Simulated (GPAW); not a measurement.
# Polarising a 7-layer slab of Ti(0001) with a field along the normal

The dipole of the cell at several fields, atoms fixed. What does the strongest field give, and what length does the slope stand for?

Set-up. GPAW 26.7.0, plane waves (400 eV), PAW setups, PBE, 12×12 mesh, a dipole layer in the vacuum; geometry relaxed without an applied field with GPAW. The cell's area is 7.54 Å², and e/ε0 = 180.95 V Å.

Results, with one row withheld:

```tsv
field (V/Å)	dipole (e Å)
−0.2	−0.1520
−0.1	−0.0752
−0.05	−0.0368
0.05	0.0401
0.1	0.0785
0.2	0.1554
0.3	?
```

Q: What is the dipole at 0.3 V/Å?

Worked answer. A line through the 6 points has the slope α = 0.769 e Å per V/Å and the intercept p₀ = 0.0017 e Å (r.m.s. residual 2.7e−05). At 0.3 V/Å it gives p = 0.0017 + 0.769 × 0.3 = 0.2322 e Å; the run gives 0.2322 e Å, so the response stays linear to 0.0 % of the induced part. Dividing by ε0 and the area: α/(ε0 A) = 0.769 × 180.95 / 7.54 = 18.45 Å, against 13.87 Å between the outer nuclei. A metal screens fully, so the excess of 4.58 Å puts the image planes about 2.29 Å outside the outer atoms on average.

Caveats: This is the electronic response alone; ions that move would add to it in polar layers. No run was spin-polarised, so magnetic states weren't tested.

[Logs are printed without paths, hosts, clocks, repeated set-up lines and the standing remarks that a program may print on its own settings, such as how far it seeks lower states.]
